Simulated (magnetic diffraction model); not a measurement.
**Solving a magnetic structure from powder neutron data: Tb₆CuAu₇**

Space group R-3 (no. 148), a = 13.3500 Å, c = 5.9680 Å.

| site | atom | x | y | z |
| --- | --- | --- | --- | --- |
| 3a | Au | 0 | 0 | 0 |
| 18f | Au | 0.8790 | 0.6071 | 0.0481 |
| 18f | Tb | 0.1191 | 0.6219 | 0.9072 |
| 3b | Cu | 0 | 0 | 1/2 |

This is a made-up structure (elements placed in a structure type, unrelaxed), so the numbers test the method and describe no known phase.

Only Tb is taken to order (form factors of Tb3+); orders and moment sizes are assumed, and not adapted to the symmetry. Radiation: neutrons of λ = 1.8 Å, 3° to 45°; isotropic B of 0.17 Å² (Au), 0.2 Å² (Tb) and 0.23 Å² (Cu). Simulated constant-wavelength pattern: nuclear and magnetic terms add, the magnetic one as |2.695 fm × Σ f S⊥ exp(2πi Q·r) exp(−B s²)|², summed over all Q at one angle with the factor 1/(sin²θ cos θ). For a modulated order the moment at position r is S exp(−2πi k·r) + c.c., with S = m/2 for a sine wave of amplitude m and S = m(u + iv)/2 for moments turning in a plane, u and v being orthogonal unit vectors in it; the phase factor of the sum at Q = H + k is then exp(2πi H·r). Free-ion form factors, Sears's scattering lengths of 1992, no absorption; a label names one of the reflections at its angle. The strongest nuclear line in the range is 100, and lines under 0.2 are left out.

Above the ordering temperature:

```
2θ (°)    index      I
 25.04  (0 2 1)    0.7
 27.01  (3 0 0)    0.5
 31.29  (2 2 0)    0.6
 36.30  (0 1 2)    6.9
 37.16  (1 3 1)   23.8
 39.68  (2 0 2)   11.3
 40.48  (4 0 1)    6.3
 41.80  (4 1 0)  100.0
 42.84  (1 2 2)   78.1
 43.59  (3 2 1)   12.0
```

Below it (cell unchanged):

```
2θ (°)      I
 15.78  103.0
 16.10   99.9
 22.19   28.8
 23.54   48.4
 25.04    0.7
 27.01    0.5
 27.18   14.0
 27.37   34.0
 28.30   19.9
 31.29    0.6
 31.60   17.9
 31.94    9.9
 32.42   11.0
 35.23   16.6
 35.69   17.8
 36.30    6.9
 37.16   23.8
 38.69    9.4
 39.12   19.5
 39.52   14.4
 39.68   11.3
 40.48    6.3
 40.74    5.6
 41.80  100.0
 41.91   12.5
 42.04   16.2
 42.69    8.4
 42.84   78.1
 43.59   12.0
 43.84   11.2
```

**Question.** Find the propagation vector, then choose among these models:
A. a sine wave with moments along [010] (amplitudes given), 7.1 μB on Tb; signs + at (0.1191, 0.6219, 0.9072), + at (0.0448, 0.8305, 0.2405), − at (0.8361, 0.5476, 0.5739), + at (0.5476, 0.7114, 0.4261), − at (0.6219, 0.5028, 0.0928), − at (0.8305, 0.7858, 0.7595)
B. moments turning in the plane of [001] and [100], 7.1 μB on Tb; signs + at (0.1191, 0.6219, 0.9072), + at (0.0448, 0.8305, 0.2405), − at (0.8361, 0.5476, 0.5739), + at (0.5476, 0.7114, 0.4261), − at (0.6219, 0.5028, 0.0928), − at (0.8305, 0.7858, 0.7595)
C. a sine wave with moments along [100] (amplitudes given), 7.1 μB on Tb; signs + at (0.1191, 0.6219, 0.9072), + at (0.0448, 0.8305, 0.2405), − at (0.8361, 0.5476, 0.5739), + at (0.5476, 0.7114, 0.4261), − at (0.6219, 0.5028, 0.0928), − at (0.8305, 0.7858, 0.7595)
D. moments turning in the plane of [100] and [010], 7.1 μB on Tb; signs + at (0.1191, 0.6219, 0.9072), + at (0.0448, 0.8305, 0.2405), − at (0.8361, 0.5476, 0.5739), + at (0.5476, 0.7114, 0.4261), − at (0.6219, 0.5028, 0.0928), − at (0.8305, 0.7858, 0.7595)

The new lines index as (1 0 3/4) at 15.78°, (1 1 1/4) at 16.10°, (0 2 3/4) at 22.19° and (1 0 5/4) at 23.54°, that is as H ± k with k = (0 0 1/4). Satellites come in pairs about each point of the reciprocal lattice.

Magnetic intensity, observed (below minus above) and for each model:

| 2θ (°) | index | observed | A | B | C | D |
| --- | --- | --- | --- | --- | --- | --- |
| 15.78 | (1 0 3/4) | 103.0 | 56.4 | 70.3 | 50.5 | 103.0 |
| 16.10 | (1 1 1/4) | 99.9 | 58.5 | 118.5 | 32.1 | 99.9 |
| 22.19 | (0 2 3/4) | 28.8 | 16.2 | 28.2 | 14.2 | 28.8 |
| 23.54 | (1 0 5/4) | 48.4 | 25.2 | 27.8 | 24.0 | 48.4 |
| 27.37 | (3 0 1/4) | 34.0 | 11.9 | 48.3 | 15.9 | 34.0 |
| 31.60 | (2 2 1/4) | 17.9 | 7.2 | 30.4 | 13.2 | 17.9 |
| 41.91 | (3 2 3/4) | 12.5 | 4.5 | 18.2 | 7.9 | 12.5 |
| 42.04 | (1 4 1/4) | 16.2 | 10.1 | 25.0 | 9.2 | 16.2 |

Model D matches.

The structure used: k = (0 0 1/4), moments turning in the plane of [100] and [010], 7.1 μB on Tb; signs + at (0.1191, 0.6219, 0.9072), + at (0.0448, 0.8305, 0.2405), − at (0.8361, 0.5476, 0.5739), + at (0.5476, 0.7114, 0.4261), − at (0.6219, 0.5028, 0.0928), − at (0.8305, 0.7858, 0.7595).

[Logs are printed without paths, hosts, clocks, repeated set-up lines and the standing remarks that a program may print on its own settings, such as how far it seeks lower states.]
